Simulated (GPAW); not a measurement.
## How the form of the self-energy moves the gap of AlInSb2 (P-4m2)

How much does the gap of AlInSb2 (P-4m2) depend on the approximation to the self-energy?

Method: LDA and many-body steps on it, plane waves, in GPAW 26.7.0.

## 1. The structure

It takes space group P-4m2 (No. 115, tetragonal). Conventional cell: a = 4.506 Å, b = 4.506 Å, c = 6.349 Å, α = 90.00°, β = 90.00°, γ = 90.00°. Nearest to Al lie 4 Sb at 2.70 Å. Nearest to In lie 4 Sb at 2.82 Å. Sb has 2 Al at 2.70 Å and 2 In at 2.82 Å nearest. Farther neighbours are not listed.

As a file:

```
Al In Sb
1.0
     4.50617    0.00000    0.00000
     0.00000    4.50617    0.00000
     0.00000    0.00000    6.34882
Al In Sb
1 1 2
Direct
  0.00000 0.00000 0.00000
  0.50000 0.50000 0.50000
  0.00000 0.50000 0.23337
  0.50000 0.00000 0.76663
```

The cell and positions are those that the Materials Project relaxed with its own functionals (PBE, PBE+U or r2SCAN), kept fixed. Spin-orbit coupling is left out unless a step names it.

## 2. Empty states on the mesh, 2×2×2 mesh, 443 bands

This step: GPAW 26.7.0; DFT, LDA, plane waves, PAW.

The sums over transitions need many empty states on a uniform mesh; this step solves for them.

Input file run.py:

```python
import json
import numpy as np
from gpaw.mpi import world
from gpaw import GPAW

calc = GPAW('gs.gpw').fixed_density(kpts={'size': (2, 2, 2), 'gamma': True},
    parallel={'domain': 1, 'band': 1},
    txt='nscf.txt')
calc.diagonalize_full_hamiltonian(nbands=443)
calc.write('full.gpw', mode='all')
res = {}
kpts = calc.get_ibz_k_points()
res['kpts'] = kpts
res['eigenvalues'] = [calc.get_eigenvalues(kpt=k) for k in range(len(kpts))]
res['n_electrons'] = calc.get_number_of_electrons()

if world.rank == 0:
    with open('result.json', 'w') as f:
        json.dump(res, f, default=lambda x: x.tolist())
```

Launch:

```
> mpirun -n 4 gpaw python run.py
```

Numbers of over 12 decimals in the logs are rounded to 6 here.

The program printed:

```text
Diagonalizing LCAO Hamiltonian
Converting LCAO to pw mode
convergence criteria:
- Maximum integral of absolute [eigenst]ate change: 4e-08 eV^2 / valence electron
maximum number of iterations: 100

SCF iterations
|iter     |     time |      energy | eigst |  dens |
|iter:   1|  |             | +1.14 |       |
|iter:   2|  |             | -0.46 |       |
|iter:   3|  |             | -1.73 |       |
[...]
|iter:  12|  |             | -6.36 |       |
|iter:  13|  |             | -7.14 |       |
|iter:  14|  |             | -7.44c|       |
SCF steps: 14
  __  _  _
 | _ |_)|_||  |
 |__||  | ||/\| - 26.7.0

Input parameters:
  mode=PW(ecut=450.000000),
  convergence={'density': 1e-06, 'bands': -3},
  gpts=array([24, 24, 32]),
  kpts=MonkhorstPack(size=(2, 2, 2), gamma=True),
  maxiter=100,
  nbands=31,
  occupations=Occupations(name='fermi-dirac', width=0.001, fixmagmom=False),
  parallel={'domain': 1, 'band': 1},
  xc=XC(name='LDA')
Matrix size: 2781x2781
# Writing to full.gpw (mode='all')
  [... matrices ...]

timing:  # [seconds]
  Total: 43.602  # ━━━━━━━━━━━━━━━━━━━━━━━━━━━━━━━━━━━━━━━━━━━━━━━━━━━━━━━━━━
```

Wall time 50 s (4 MPI ranks of Arm Neoverse V1, shared host); peak memory 2.7 GiB.

This step gave:

```
gap                                                           : 0.2655 eV
k of the valence top                                          : 0, 0, 0
k of the conduction bottom                                    : 0, 0, 0
least direct gap                                              : 0.2655 eV
k points computed                                             : 6
lowest point of the top converged band, above the valence top : 118.1911 eV
```

On this mesh the gap is 0.266 eV.

## 3. G0W0, Godby-Needs plasmon pole

G0W0 replaces the xc potential by the self-energy, built once from these orbitals. Only a window of levels is corrected, while the sums run over the empty bands that the input names.

This step: G0W0 on LDA, plane waves, PAW.

Input file run.py:

```python
import json
import numpy as np
from gpaw.mpi import world
from gpaw.response.g0w0 import G0W0

gw = G0W0('full.gpw',
    filename='gw',
    kpts=[0],
    bands=(21, 25),
    ecut=78,
    nbands=201,
    integrate_gamma='WS',
    ppa=True)
gw.calculate()
res = {mode: {k: v for k, v in r.items() if k != 'sigma_eskwn'}
       for mode, r in gw.all_results.items()}

if world.rank == 0:
    with open('result.json', 'w') as f:
        json.dump(res, f, default=lambda x: x.tolist())
```

Launch:

```
> mpirun -n 4 gpaw python run.py
```

The program printed:

```text
Using integrator: PointIntegrator
FrequencyGridDescriptor(from 0.000+0.000j to 0.000+27.211j eV, 2 points)
Nonperiodic BCs:  [False False False]
Using integrator: PointIntegrator
FrequencyGridDescriptor(from 0.000+0.000j to 0.000+27.211j eV, 2 points)
Nonperiodic BCs:  [False False False]
  ___  _ _ _
 |   || | | |
 | | || | | |
 |__ ||_____|
 |___|

BZ k-points: Symmetries present (total): 8

  [... matrices ...]
8 k-points: 2 x 2 x 2 Monkhorst-Pack grid + [1/4,1/4,1/4]
6 k-points in the irreducible part of the Brillouin zone
       k-points in crystal coordinates                weights
   0:     0.00000000    0.00000000    0.00000000          1/8
   1:     0.00000000    0.00000000    0.50000000          1/8
   2:     0.50000000    0.00000000    0.00000000          2/8
   3:     0.50000000    0.00000000    0.50000000          2/8
   4:     0.50000000    0.50000000    0.00000000          1/8
   5:     0.50000000    0.50000000    0.50000000          1/8

Distributing spins, k-points and bands (1 x 1 x 4) over 4 processes
Number of blocks: 1

Quasi particle states:
k-points (IBZ indices): [0]
Band range: (21, 25)
  [... matrices ...]
Computational parameters:
Plane wave cut-off: 78 eV
Number of bands: 201
Coulomb cutoff: None
Broadening: 0.1 eV

fxc modes: GW
Kernel: RPA
Using Godby-Needs plasmon-pole approximation:
  Fitting energy: i*E0, E0 = 1.000 Hartree
Summing all q:

Calculating screened Coulomb potential
No Coulomb truncation
FrequencyGridDescriptor(from 0.000+0.000j to 0.000+27.211j eV, 2 points)
Removing empty qpoint cache files...

Calculating chi0 body with:
    Ground state adapter containing:
    Number of spins: 1
    Number of kpoints: 8
    Number of irreducible kpoints: 6
    Number of completely occupied states: 23
    Number of partially occupied states: 23
    Occupied states memory: 6.46875 M / cpu

    Linear response parametrization:
    q_c: [0.0, 0.0, 0.0]
    Number of frequency points: 2
    Planewave cutoff: 78.0
    Number of bands: 201
    Number of planewaves: 221
    Broadening (eta): 1e-06
    comm.size: 4
    kncomm.size: 4
    blockcomm.size: 1

    Memory estimate of potentially large arrays:
        chi0_wGG: 1.490509 M / cpu
Integrating chi0 body.

Symmetries of q_c:
    Direct symmetries (Uq -> q): 8
    Indirect symmetries (TUq -> q): 8
In total 16 allowed symmetries.

  [... matrices ...]
6 groups of equivalent kpoints. 25.0% reduction.

Integral kind: response function
Integrating chi0 head and wings.

Symmetries of q_c:
    Direct symmetries (Uq -> q): 8
    Indirect symmetries (TUq -> q): 8
In total 16 allowed symmetries.

  [... matrices ...]
6 groups of equivalent kpoints. 25.0% reduction.

Integral kind: response function wings

Calculating chi0 body with:
    Ground state adapter containing:
    Number of spins: 1
    Number of kpoints: 8
    Number of irreducible kpoints: 6
    Number of completely occupied states: 23
    Number of partially occupied states: 23
    Occupied states memory: 6.46875 M / cpu

    Linear response parametrization:
[... the further q-points ...]

Results:
f:      Occupation numbers
eps:     KS-eigenvalues [eV]
vxc:     KS vxc [eV]
exx:     Exact exchange [eV]
sigma:   Self-energies [eV]
dsigma:  Self-energy derivatives
Z:       Renormalization factors
qp:      QP-energies [eV]

k-point 0 (0): (0.000, 0.000, 0.000)                GW
band       f     eps     vxc     exx   sigma  dsigma       Z      qp
                                                                   GW
  21   1.000   4.060 -13.883 -15.418   1.364  -0.264   0.791   3.925
  22   1.000   4.060 -13.883 -15.418   1.365  -0.264   0.791   3.925
  23   0.000   4.325 -15.120 -10.362  -3.636  -0.258   0.795   5.217
  24   0.000   5.338 -10.706  -6.304  -3.992  -0.254   0.797   5.665
```

The job ended after 28 s (4 MPI ranks; peak memory 1.6 GiB; 1.8 min of CPU time).

Numbers from this step:

```
G0W0 gap on the points computed              : 1.292 eV
least direct G0W0 gap on the computed points : 1.292 eV
Z at the valence top                         : 0.7912
Z at the conduction bottom                   : 0.7952
starting gap on the mesh                     : 0.2655 eV
k of the valence top                         : 0, 0, 0
k of the conduction bottom                   : 0, 0, 0
```

The gap on the mesh goes from 0.27 eV to 1.29 eV, a correction of +1.03 eV.

## 4. One-shot HSE06

This step: one-shot HSE06 levels on LDA orbitals, plane waves, PAW.

Input file run.py:

```python
import json
import numpy as np
from gpaw.mpi import world
from gpaw.hybrids.eigenvalues import non_self_consistent_eigenvalues

dft, vxc, vxc_hyb = non_self_consistent_eigenvalues('full.gpw', 'HSE06', 21, 25, kpt_indices=[0])
res = {'dft': dft[0], 'hybrid': (dft - vxc + vxc_hyb)[0]}
if world.rank == 0:
    with open('hybrid.txt', 'w') as f:
        for k, e0, e1 in zip([0], res['dft'], res['hybrid']):
            print(k, ' '.join(f'{x:9.4f}' for x in e0), '|', ' '.join(f'{x:9.4f}' for x in e1), file=f)

if world.rank == 0:
    with open('result.json', 'w') as f:
        json.dump(res, f, default=lambda x: x.tolist())
```

Launch:

```
> mpirun -n 4 gpaw python run.py
```

The program printed:

```text
IBZ(<points: 6, symmetries: 8>)
Occupied bands: 23
Transforming wave functions from IBZ to BZ: 0.009 seconds
Distributing wave functions and iFFT-ing to real space: 0.032 seconds
Calculating eigenvalues:
  k-points: 1
  Bands: 21-24 (inclusive)
  Seconds: 0.121 (wave-function broadcasting: 0.008 seconds)
HSE06-eigenvalue shifts:
  min: -0.141 eV
  ave: 0.310 eV
  max: 0.861 eV
```

The job ended after 3.2 s (4 MPI ranks; peak memory 0.45 GiB).

Numbers from this step:

| Item | Value |
| --- | --- |
| starting gap on the mesh | 0.2655 eV |
| hybrid gap on the mesh | 1.268 eV |
| least direct hybrid gap on the computed points | 1.268 eV |

## 5. G0W0, extrapolated in the cutoff

This step: G0W0 on LDA, plane waves, PAW.

Input file run.py:

```python
import json
import numpy as np
from gpaw.mpi import world
from gpaw.response.g0w0 import G0W0

gw = G0W0('full.gpw',
    filename='gw',
    kpts=[0],
    bands=(21, 25),
    ecut=130.0,
    integrate_gamma='WS',
    ppa=True,
    ecut_extrapolation=True)
gw.calculate()
res = {mode: {k: v for k, v in r.items() if k != 'sigma_eskwn'}
       for mode, r in gw.all_results.items()}

if world.rank == 0:
    with open('result.json', 'w') as f:
        json.dump(res, f, default=lambda x: x.tolist())
```

Launch:

```
> mpirun -n 4 gpaw python run.py
```

The program printed:

```text
Using integrator: PointIntegrator
FrequencyGridDescriptor(from 0.000+0.000j to 0.000+27.211j eV, 2 points)
Nonperiodic BCs:  [False False False]
Using integrator: PointIntegrator
FrequencyGridDescriptor(from 0.000+0.000j to 0.000+27.211j eV, 2 points)
Nonperiodic BCs:  [False False False]
  ___  _ _ _
 |   || | | |
 | | || | | |
 |__ ||_____|
 |___|

BZ k-points: Symmetries present (total): 8

  [... matrices ...]
8 k-points: 2 x 2 x 2 Monkhorst-Pack grid + [1/4,1/4,1/4]
6 k-points in the irreducible part of the Brillouin zone
       k-points in crystal coordinates                weights
   0:     0.00000000    0.00000000    0.00000000          1/8
   1:     0.00000000    0.00000000    0.50000000          1/8
   2:     0.50000000    0.00000000    0.00000000          2/8
   3:     0.50000000    0.00000000    0.50000000          2/8
   4:     0.50000000    0.50000000    0.00000000          1/8
   5:     0.50000000    0.50000000    0.50000000          1/8

Distributing spins, k-points and bands (1 x 1 x 4) over 4 processes
Number of blocks: 1

Quasi particle states:
k-points (IBZ indices): [0]
Band range: (21, 25)
  [... matrices ...]
Computational parameters:
Extrapolating to infinite plane wave cut-off using points at:
  112.031 eV
  120.183 eV
  130.000 eV
Number of bands: 433
Coulomb cutoff: None
Broadening: 0.1 eV

fxc modes: GW
Kernel: RPA
Using Godby-Needs plasmon-pole approximation:
  Fitting energy: i*E0, E0 = 1.000 Hartree
Summing all q:

Calculating screened Coulomb potential
No Coulomb truncation
FrequencyGridDescriptor(from 0.000+0.000j to 0.000+27.211j eV, 2 points)
Removing empty qpoint cache files...

Calculating chi0 body with:
    Ground state adapter containing:
    Number of spins: 1
    Number of kpoints: 8
    Number of irreducible kpoints: 6
[...]
Number of partially occupied states: 23
    Occupied states memory: 6.46875 M / cpu

    Linear response parametrization:
    q_c: [0.0, 0.0, 0.0]
    Number of frequency points: 2
    Planewave cutoff: 130.0
    Number of bands: 433
    Number of planewaves: 435
    Broadening (eta): 1e-06
    comm.size: 4
    kncomm.size: 4
    blockcomm.size: 1

    Memory estimate of potentially large arrays:
        chi0_wGG: 5.774689 M / cpu
Integrating chi0 body.

Symmetries of q_c:
    Direct symmetries (Uq -> q): 8
    Indirect symmetries (TUq -> q): 8
In total 16 allowed symmetries.

  [... matrices ...]
6 groups of equivalent kpoints. 25.0% reduction.

Integral kind: response function
Integrating chi0 head and wings.

Symmetries of q_c:
    Direct symmetries (Uq -> q): 8
    Indirect symmetries (TUq -> q): 8
In total 16 allowed symmetries.

  [... matrices ...]
6 groups of equivalent kpoints. 25.0% reduction.

Integral kind: response function wings

Calculating chi0 body with:
    Ground state adapter containing:
    Number of spins: 1
    Number of kpoints: 8
    Number of irreducible kpoints: 6
    Number of completely occupied states: 23
    Number of partially occupied states: 23
    Occupied states memory: 6.46875 M / cpu

    Linear response parametrization:
[... the further q-points ...]
Extrapolating selfenergy to infinite energy cutoff:
  Performing linear fit to 3 points
  Minimum R^2 = 0.9952. (R^2 Should be close to 1)
  [... matrices ...]
Results:
f:      Occupation numbers
eps:     KS-eigenvalues [eV]
vxc:     KS vxc [eV]
exx:     Exact exchange [eV]
sigma:   Self-energies [eV]
dsigma:  Self-energy derivatives
Z:       Renormalization factors
qp:      QP-energies [eV]

k-point 0 (0): (0.000, 0.000, 0.000)                GW
band       f     eps     vxc     exx   sigma  dsigma       Z      qp
                                                                   GW
  21   1.000   4.060 -13.883 -15.418   0.890  -0.267   0.789   3.551
  22   1.000   4.060 -13.883 -15.418   0.890  -0.267   0.789   3.551
  23   0.000   4.325 -15.120 -10.362  -4.150  -0.261   0.793   4.807
  24   0.000   5.338 -10.706  -6.304  -4.239  -0.255   0.797   5.468
```

It took 2 min on 4 MPI ranks; peak memory 2.2 GiB; 7.9 min of CPU time.

Numbers from this step:

| Quantity | Value |
| --- | --- |
| quasiparticle gap on the points computed | 1.257 eV |
| least direct quasiparticle gap on the computed points | 1.257 eV |
| Z at the valence top | 0.7894 |
| Z at the conduction bottom | 0.7927 |
| starting gap on the mesh | 0.2655 eV |
| k of the valence top | 0, 0, 0 |
| k of the conduction bottom | 0, 0, 0 |
| gaps at the cutoffs of the extrapolation | 1.282, 1.280, 1.276 eV |

Against G0W0 in GPAW (2×2×2 mesh, 201 bands, screening to 78 eV, Godby-Needs plasmon pole), the gap moves by −0.036 eV.

## 6. One-shot Hartree-Fock

This step: one-shot Hartree-Fock levels on LDA orbitals, plane waves, PAW.

Input file run.py:

```python
import json
import numpy as np
from gpaw.mpi import world
from gpaw.hybrids.eigenvalues import non_self_consistent_eigenvalues

dft, vxc, vxc_hyb = non_self_consistent_eigenvalues('full.gpw', 'EXX', 21, 25, kpt_indices=[0])
res = {'dft': dft[0], 'hybrid': (dft - vxc + vxc_hyb)[0]}
if world.rank == 0:
    with open('hybrid.txt', 'w') as f:
        for k, e0, e1 in zip([0], res['dft'], res['hybrid']):
            print(k, ' '.join(f'{x:9.4f}' for x in e0), '|', ' '.join(f'{x:9.4f}' for x in e1), file=f)

if world.rank == 0:
    with open('result.json', 'w') as f:
        json.dump(res, f, default=lambda x: x.tolist())
```

Launch:

```
> mpirun -n 4 gpaw python run.py
```

The program printed:

```text
IBZ(<points: 6, symmetries: 8>)
Occupied bands: 23
Transforming wave functions from IBZ to BZ: 0.009 seconds
Distributing wave functions and iFFT-ing to real space: 0.033 seconds
Calculating eigenvalues:
  k-points: 1
  Bands: 21-24 (inclusive)
  Seconds: 0.153 (wave-function broadcasting: 0.008 seconds)
HSE06-eigenvalue shifts:
  min: -1.535 eV
  ave: 1.523 eV
  max: 4.758 eV
```

The job ended after 3.1 s (4 MPI ranks; peak memory 0.45 GiB).

Numbers from this step:

```yaml
starting_gap_on_the_mesh: 0.2655 eV
hybrid_gap_on_the_mesh: 6.558 eV
least_direct_hybrid_gap_on_the_computed_points: 6.558 eV
```

## 7. G0W0, full frequency, Hilbert transform

This step: G0W0 on LDA, plane waves, PAW.

Input file run.py:

```python
import json
import numpy as np
from gpaw.mpi import world
from gpaw.response.g0w0 import G0W0

gw = G0W0('full.gpw',
    filename='gw',
    kpts=[0],
    bands=(21, 25),
    ecut=78,
    nbands=201,
    integrate_gamma='WS',
    frequencies={'type': 'nonlinear', 'domega0': 0.1, 'omega2': 15.0},
    eta=0.1,
    nblocksmax=True)
gw.calculate()
res = {mode: {k: v for k, v in r.items() if k != 'sigma_eskwn'}
       for mode, r in gw.all_results.items()}

if world.rank == 0:
    with open('result.json', 'w') as f:
        json.dump(res, f, default=lambda x: x.tolist())
```

Launch:

```
> mpirun -n 4 gpaw python run.py
```

The program printed:

```text
Using integrator: PointIntegrator
NonLinearFrequencyDescriptor(from 0.000 to 94.753 eV, 263 points)
Nonperiodic BCs:  [False False False]
Using integrator: PointIntegrator
NonLinearFrequencyDescriptor(from 0.000 to 94.753 eV, 263 points)
Nonperiodic BCs:  [False False False]
  ___  _ _ _
 |   || | | |
 | | || | | |
 |__ ||_____|
 |___|

BZ k-points: Symmetries present (total): 8

  [... matrices ...]
8 k-points: 2 x 2 x 2 Monkhorst-Pack grid + [1/4,1/4,1/4]
6 k-points in the irreducible part of the Brillouin zone
       k-points in crystal coordinates                weights
[...]
Results:
f:      Occupation numbers
eps:     KS-eigenvalues [eV]
vxc:     KS vxc [eV]
exx:     Exact exchange [eV]
sigma:   Self-energies [eV]
dsigma:  Self-energy derivatives
Z:       Renormalization factors
qp:      QP-energies [eV]

k-point 0 (0): (0.000, 0.000, 0.000)                GW
band       f     eps     vxc     exx   sigma  dsigma       Z      qp
                                                                   GW
  21   1.000   4.060 -13.883 -15.418   1.370  -0.301   0.769   3.933
  22   1.000   4.060 -13.883 -15.418   1.370  -0.301   0.769   3.933
  23   0.000   4.325 -15.120 -10.362  -3.595  -0.256   0.796   5.251
  24   0.000   5.338 -10.706  -6.304  -3.922  -0.304   0.767   5.706
```

Elapsed: 100 s, on 4 MPI ranks; peak memory 2.2 GiB; 6.6 min of CPU time.

Numbers from this step:

```
G0W0 gap on the points computed              : 1.318 eV
least direct G0W0 gap on the computed points : 1.318 eV
starting gap on the mesh                     : 0.2655 eV
k of the valence top                         : 0, 0, 0
k of the conduction bottom                   : 0, 0, 0
```

Against G0W0 in GPAW (2×2×2 mesh, 201 bands, screening to 78 eV, Godby-Needs plasmon pole), the gap moves by +0.026 eV.

## 8. The runs together

Times are wall times on 4 MPI ranks of Arm Neoverse V1, shared host, good to a factor of about two.

```csv
run,mesh,bands,screening cutoff (eV),DFT gap (eV),gap on the mesh (eV),direct (eV),time
"G0W0, Godby-Needs plasmon pole",2×2×2,201,78,0.266,1.292,1.292,28 s
one-shot HSE06,2×2×2,-,-,0.266,1.268,1.268,3.2 s
"G0W0, extrapolated in the cutoff",2×2×2,-,130,0.266,1.257,1.257,2 min
one-shot Hartree-Fock,2×2×2,-,-,0.266,6.558,6.558,3.1 s
"G0W0, full frequency, Hilbert transform",2×2×2,201,78,0.266,1.318,1.318,100 s
```

## 9. Summary of results

| Item | Value |
| --- | --- |
| G0W0, Godby-Needs plasmon pole | 1.292 eV |
| one-shot HSE06 | 1.268 eV |
| G0W0, extrapolated in the cutoff | 1.257 eV |
| one-shot Hartree-Fock | 6.558 eV |
| G0W0, full frequency, Hilbert transform | 1.318 eV |
| known limits | not at the basis limit; no spin-orbit coupling; coarse k mesh |

In words: One-shot HSE06: −0.024 eV against G0W0, Godby-Needs plasmon pole. G0W0, extrapolated in the cutoff: −0.036 eV against G0W0, Godby-Needs plasmon pole, at other bands or cutoff, so not like for like. One-shot Hartree-Fock: +5.266 eV against G0W0, Godby-Needs plasmon pole. G0W0, full frequency, Hilbert transform: +0.026 eV against G0W0, Godby-Needs plasmon pole. Bare exchange alone opens the gap to 6.56 eV; against G0W0, correlation takes back 5.27 eV. One-shot hybrid levels are evaluated on the LDA orbitals. Bands and cutoff are finite, so the gap is not at the basis limit. The miss can reach some tenths of an eV and take either sign; the mesh is an error of its own. These stock PAW sets were not made for GW. In the G0W0 runs levels were corrected at 1 k point alone, so a gap called «on the mesh» is the least over those, and an edge elsewhere would be missed. The 2×2×2 mesh is coarse for this cell, which bears on the long-range parts of exchange and screening. The many-body steps are scalar-relativistic: spin-orbit coupling is not in them.

[Paths, hosts, dates, memory and timing lines, banners, echoed tables and standing remarks are left out of the program output.]

[Logs are printed without paths, hosts, clocks, repeated set-up lines and the standing remarks that a program may print on its own settings, such as how far it seeks lower states.]

[Runs of the session that timed out or met a known fault of the program may be left out.]

[Hosts, paths, dates, database ids (printed as entryN), source tags and the programs' standing remarks are cut or masked in the printed files.]
